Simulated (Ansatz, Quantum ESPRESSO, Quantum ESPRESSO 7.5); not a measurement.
**Band edges of 1T-PbF2, 1 layer under strain**

Wanted: deformation of the bands of 1T-PbF2, 1 layer, driven from Python.

Main program and level: Quantum ESPRESSO 7.5; plane-wave DFT, PBE, GBRV ultrasoft pseudopotentials (geometry by Ansatz 0.2.0 with PAW datasets; geometry under PBE).

Most raw output is cut from this account.

## Step 1: The structure

The cell holds 3 atoms: 2 F and 1 Pb. Cell: a = 2.749 Å, b = 2.749 Å, c = 17.357 Å, α = 90.0°, β = 90.0°, γ = 120.0°. It derives from PbF2. Vacuum lies along c.

This sheet is a model structure: its symmetry is held, and its stability is not tested here.

## Step 2: Relaxation with Ansatz

A relaxation in Ansatz fixes the structure of this slab for the runs on it.

Input file input.yaml:

```yaml
crystal:
  lattice:
    - [2.749142, 0.0, 0.0]
    - [-1.374571, 2.3808268106, 0.0]
    - [0.0, 0.0, 17.3573446259]
  atoms:
    - { symbol: F, position: [0.6666666667, 0.3333333333, 0.4320937425] }
    - { symbol: Pb, position: [0.0, 0.0, 0.5] }
    - { symbol: F, position: [0.3333333333, 0.6666666667, 0.5679062575] }
kpoints:
  mp_grid: { grid: [12, 12, 1] }
hamiltonian:
  xc: pbe
scf:
  occupations: { method: fermi_dirac, width: 0.05 }
  convergence: { dr2_threshold: 1.0e-08 }
efield:
  axis: 3
  dipole_correction: true
  ramp_position: 0.97
  ramp_width: 0.04
relax:
  f_tol: 0.01
  cell: { fix: [c, alpha, beta] }
output:
  write_potential: true
  write_density: true
  volumetric_format: npy
```

Run with:

```bash
ansatz run input.yaml --threads 2 --pin off --max-ram 4096MiB --backend cpu --events-out ev --progress --plain --runs-dir out
```

The job ended after 2 min (2 threads of Arm Neoverse N1, shared host; peak memory 0.45 GiB; 3.9 min of CPU time).

Relaxation path (22 of 24):

```
step  energy less that of the first step (eV)  largest force component (eV/Å)  pressure (GPa)  volume (Å³)
   1                                   0.0000                         15.2457           56.92       113.61
   2                                  -6.0926                          6.8560           29.27       120.49
   3                                  -8.6745                          2.8902           14.50       132.14
   4                                  -9.7464                          1.1101            6.54       144.33
   5                                 -10.1405                          0.2886            1.09       157.39
   6                                 -10.1616                          0.0481           -0.64       161.67
   8                                 -10.1626                          0.0001           -0.60       161.13
  9*                                 -10.8481                          0.0271            4.12       161.13
  10                                 -11.2787                          0.0022            2.96       174.94
  11                                 -11.5597                          0.1472            1.40       189.10
  12                                 -11.6825                          0.1445           -0.02       203.66
  13                                 -11.6856                          0.0689           -0.38       208.50
  14                                 -11.6876                          0.0691            0.04       207.31
  15                                 -11.6877                          0.0011           -0.17       207.92
 16*                                 -11.9514                          0.0102            1.30       207.92
  17                                 -12.0239                          0.0139            0.94       215.68
  19                                 -12.0771                          0.0095           -0.10       235.85
  20                                 -12.0796                          0.0033           -0.01       234.59
 21*                                 -12.1264                          0.0004            0.16       234.59
  22                                 -12.1272                          0.0012            0.04       237.50
  23                                 -12.1266                          0.0005            0.00       238.64
 24*                                 -12.1295                          0.0008            0.01       238.64
```

Relaxation steps marked * repeat the geometry before them on a plane-wave basis chosen anew for their cell, so energy and pressure can jump there. Other such steps can lie between the rows shown. Relaxation step 14 was tried and not accepted.

```
cell as run  before  after   change
      a (Å)   2.749  3.984  +44.9 %
      b (Å)   2.749  3.984  +44.9 %
```

The atoms that moved most (Å, along periodic axes as changes of fractional coordinates times the final cell, across vacuum about the mean position):

```
atom     dx     dy      dz  length
  F1  0.000  0.000   0.183   0.183
  F3  0.000  0.000  -0.183   0.183
```

The relaxed structure:

```xyz
3
Lattice="3.9845 0.0000 0.0000 -1.9922 3.4506 0.0000 0.0000 0.0000 17.3573" Properties=species:S:1:pos:R:3
F     1.9922    1.1502    7.6825
Pb    0.0000    0.0000    8.6787
F     0.0000    2.3004    9.6748
```

Read from the output:

* free energy: -13524.2974 eV
* Fermi energy: -2.544 eV
* gap by band count: 3.462 eV
* symmetry operations: 6
* dipole along the normal: 3.12e-6 e·Å
* vacuum level at the upper face over a Fermi level inside the gap: 5.215 eV
* vacuum level at the lower face over a Fermi level inside the gap: 5.215 eV

## Step 3: Running the series

Under ESM bc1 levels count from the vacuum, or from the mean of the two vacuum levels where the sheet has a dipole, so band edges at unlike strains can be compared.

Level of this step: plane-wave DFT, PBE, GBRV ultrasoft pseudopotentials (Quantum ESPRESSO 7.5).

Input file run.py:

```python
import json
import numpy as np
from ase import Atoms
from ase.calculators.espresso import Espresso, EspressoProfile

profile = EspressoProfile(command='mpirun -n 2 pw.x -nk 2', pseudo_dir='../pseudo')
pseudopotentials = {'F': 'f_pbe_v1.4.uspp.F.UPF', 'Pb': 'pb_pbe_v1.uspp.F.UPF'}
system = {'ecutwfc': 40, 'ecutrho': 200, 'occupations': 'smearing', 'smearing': 'fd', 'degauss': 0.002}


def calculator(name, kpts, **extra):
    data = dict(control=dict(tprnfor=True, verbosity='high', disk_io='none'),
                system=system | extra,
                electrons=dict(conv_thr=1e-09, mixing_beta=0.4, mixing_mode='plain',
                               electron_maxstep=100))
    return Espresso(profile=profile, directory=name, pseudopotentials=pseudopotentials, kpts=kpts, input_data=data)


def centre(atoms):
    z = atoms.positions[:, 2]
    atoms.positions[:, 2] -= (z.max() + z.min()) / 2  # ESM wants the slab about z = 0
    return atoms

sheet = Atoms(
    ['F', 'Pb', 'F'],
    scaled_positions=[
        [0.6666666667, 0.3333333333, 0.4426081005],
        [0.0000000000, 0.0000000000, 0.4999999615],
        [0.3333333333, 0.6666666667, 0.5573919379]],
    cell=[
        [3.984453814272, 0.000000000000, 0.000000000000],
        [-1.992226907136, 3.450638223366, 0.000000000000],
        [0.000000000000, 0.000000000000, 17.357344625900]],
    pbc=True)

rows = []
for strain in [-0.03, -0.015, 0.0, 0.015, 0.03]:
    atoms = sheet.copy()
    atoms.set_cell(sheet.cell.array * [[1 + strain], [1 + strain], [1]], scale_atoms=True)
    atoms = centre(atoms)
    atoms.calc = calculator(f's{strain:+.3f}', (18, 18, 1), assume_isolated='esm', esm_bc='bc1', nbnd=18)
    energy = atoms.get_potential_energy()
    levels = np.array([atoms.calc.get_eigenvalues(kpt=i) for i in range(len(atoms.calc.get_ibz_k_points()))])
    top, bottom = levels[:, 13].max(), levels[:, 14].min()
    direct = (levels[:, 14] - levels[:, 13]).min()
    rows.append([strain, energy, top, bottom, direct])
    print(f'strain {strain:+.3f}: E = {energy:.5f} eV, valence top {top:.3f}, conduction bottom {bottom:.3f}, '
          f'gap {bottom - top:.3f}, least direct gap {direct:.3f} eV')

x, energy, top, bottom, direct = np.array(rows).T
area = np.linalg.norm(np.cross(*sheet.cell[:2]))
stiffness = np.polyfit(x, energy, 2)[0] / area * 16.0218  # C11 + C12, heights clamped
print(f'valence and conduction edges move by {np.polyfit(x, top, 1)[0]:.2f} and {np.polyfit(x, bottom, 1)[0]:.2f} eV per unit biaxial strain')
print(f'C11 + C12 with clamped heights: {stiffness:.1f} N/m')
json.dump(dict(rows=rows, stiffness=stiffness), open('result.json', 'w'))
```

Run with:

```bash
OMP_NUM_THREADS=1 python run.py
```

Elapsed: 20 min, on 2 MPI ranks; peak memory 0.54 GiB.

Numbers from this step:

```
biaxial stiffness : 80.92 N/m
```

The band edge from the vacuum level by biaxial strain:

```
biaxial strain (%)  valence top (eV)  conduction bottom (eV)
             -3.00             -6.71                   -3.41
             -1.50             -6.87                   -3.47
              0.00             -7.00                   -3.53
              1.50             -7.13                   -3.60
              3.00             -7.23                   -3.65
```

Gap against biaxial strain:

```
biaxial strain (%)  on the mesh (eV)  least direct (eV)
             -3.00              3.30               4.66
             -1.50              3.39               4.67
              0.00              3.47               4.66
              1.50              3.53               4.64
              3.00              3.58               4.61
```

Table of energy over the lowest by biaxial strain:

```
biaxial strain (%)  energy over the lowest (meV)
             -3.00                          65.2
             -1.50                          14.8
              0.00                             0
              1.50                          16.3
              3.00                          59.7
```

## Step 4: Running the series: vdW-DF-cx, GBRV ultrasoft

Level of this step: plane-wave DFT, vdW-DF-cx, GBRV ultrasoft pseudopotentials made under PBE (Quantum ESPRESSO 7.5). input_dft overrides the functional of the files.

run.py is the input of step 3 with these lines changed:

```diff
@@ -7,3 +7,3 @@
 pseudopotentials = {'F': 'f_pbe_v1.4.uspp.F.UPF', 'Pb': 'pb_pbe_v1.uspp.F.UPF'}
-system = {'ecutwfc': 40, 'ecutrho': 200, 'occupations': 'smearing', 'smearing': 'fd', 'degauss': 0.002}
+system = {'ecutwfc': 40, 'ecutrho': 200, 'input_dft': 'vdw-df-cx', 'occupations': 'smearing', 'smearing': 'fd', 'degauss': 0.002}
```

Run with:

```bash
OMP_NUM_THREADS=1 python run.py
```

Wall time 26 min (2 MPI ranks); peak memory 0.57 GiB; 51 min of CPU time.

This step gave:

- biaxial stiffness: 76.31 N/m

The band edge from the vacuum level by biaxial strain:

```
biaxial strain (%)  valence top (eV)  conduction bottom (eV)
             -3.00             -6.83                   -3.54
             -1.50             -6.98                   -3.60
              0.00             -7.12                   -3.66
              1.50             -7.23                   -3.71
              3.00             -7.33                   -3.77
```

The gap by biaxial strain:

```
biaxial strain (%)  on the mesh (eV)  least direct (eV)
             -3.00              3.29               4.67
             -1.50              3.39               4.68
              0.00              3.46               4.67
              1.50              3.52               4.64
              3.00              3.56               4.61
```

Energy over the lowest against biaxial strain:

```
biaxial strain (%)  energy over the lowest (meV)
             -3.00                          23.3
             -1.50                             0
              0.00                          10.3
              1.50                          50.0
              3.00                           115
```

## Step 5: Running the series, with ecutwcf = 40

One more run, with a changed input.

Level of this step: plane-wave DFT, PBE, GBRV ultrasoft pseudopotentials (Quantum ESPRESSO 7.5).

run.py is the input of step 3 with these lines changed:

```diff
@@ -7,3 +7,3 @@
 pseudopotentials = {'F': 'f_pbe_v1.4.uspp.F.UPF', 'Pb': 'pb_pbe_v1.uspp.F.UPF'}
-system = {'ecutwfc': 40, 'ecutrho': 200, 'occupations': 'smearing', 'smearing': 'fd', 'degauss': 0.002}
+system = {'ecutwfc': 40, 'ecutrho': 200, 'occupations': 'smearing', 'smearing': 'fd', 'degauss': 0.002, 'ecutwcf': 40}
 
@@ -14,3 +14,3 @@
                 electrons=dict(conv_thr=1e-09, mixing_beta=0.4, mixing_mode='plain',
-                               electron_maxstep=100))
+                               electron_maxstep=60))
     return Espresso(profile=profile, directory=name, pseudopotentials=pseudopotentials, kpts=kpts, input_data=data)
@@ -36,3 +36,3 @@
 rows = []
-for strain in [-0.03, -0.015, 0.0, 0.015, 0.03]:
+for strain in [-0.03, -0.015, 0.0]:
     atoms = sheet.copy()
```

Run with:

```bash
OMP_NUM_THREADS=1 python run.py
```

The job ended after 2 s (2 MPI ranks; peak memory 0.16 GiB).

The input was rejected at the start.

A key was misspelt on purpose.

The namelist reader stops at a key that the namelist doesn't hold; the line has to be put right or, where the proper key already stands in the input, deleted.

## Step 6: By hand

Under equal strain ε in the plane, E = A (C11 + C12) ε². From the points at ±1.5 %: d²E/dε² = (14.85 + 16.27 − 2 × 0.00) meV / 0.015² = 138 eV, and 138/(2 × 13.749 Å²) × 16.02 = 81 N/m.

## Step 7: What came out

| Quantity | Value |
| --- | --- |
| C11 + C12, heights clamped, PBE, GBRV ultrasoft | 81 N/m |
| gap on the mesh at zero strain, PBE, GBRV ultrasoft | 3.47 eV |
| valence top below the vacuum at zero strain, PBE, GBRV ultrasoft | 7.00 eV |
| shift of the valence top per unit biaxial strain, PBE, GBRV ultrasoft | -8.7 eV |
| shift of the conduction bottom per unit biaxial strain, PBE, GBRV ultrasoft | -4.1 eV |
| C11 + C12, heights clamped, vdW-DF-cx, GBRV ultrasoft (made under PBE) | 76 N/m |
| gap on the mesh at zero strain, vdW-DF-cx, GBRV ultrasoft (made under PBE) | 3.46 eV |
| valence top below the vacuum at zero strain, vdW-DF-cx, GBRV ultrasoft (made under PBE) | 7.12 eV |
| shift of the valence top per unit biaxial strain, vdW-DF-cx, GBRV ultrasoft (made under PBE) | -8.3 eV |
| shift of the conduction bottom per unit biaxial strain, vdW-DF-cx, GBRV ultrasoft (made under PBE) | -3.8 eV |

**Reading.** The sheet's biaxial stiffness comes to 81 N/m and its gap at zero strain to 3.47 eV (PBE, GBRV ultrasoft). From −3 % to +3 % the gap on the mesh goes from 3.30 to 3.58 eV; it is indirect at every strain. Heights are clamped under strain, which makes a sheet with several atomic planes too stiff. Zero strain is the PBE cell; under vdW-DF-cx the energy is lowest near -1.2 %, so its stiffness is taken away from its own minimum. Semilocal gaps are too small. Spin-orbit coupling is left out; depending on the atoms that carry the levels of interest, it can split and shift them by tenths of an eV to an eV or more.

[Logs are printed without paths, hosts, clocks, repeated set-up lines and the standing remarks that a program may print on its own settings, such as how far it seeks lower states.]

[Hosts, paths, dates, database ids (printed as entryN), source tags and the programs' standing remarks are cut or masked in the printed files.]

[Maps of the electrostatic potential energy from Ansatz leave out the sawtooth potential of an applied field or a dipole correction, so their vacuum need not be flat; planar profiles and work functions include it.]
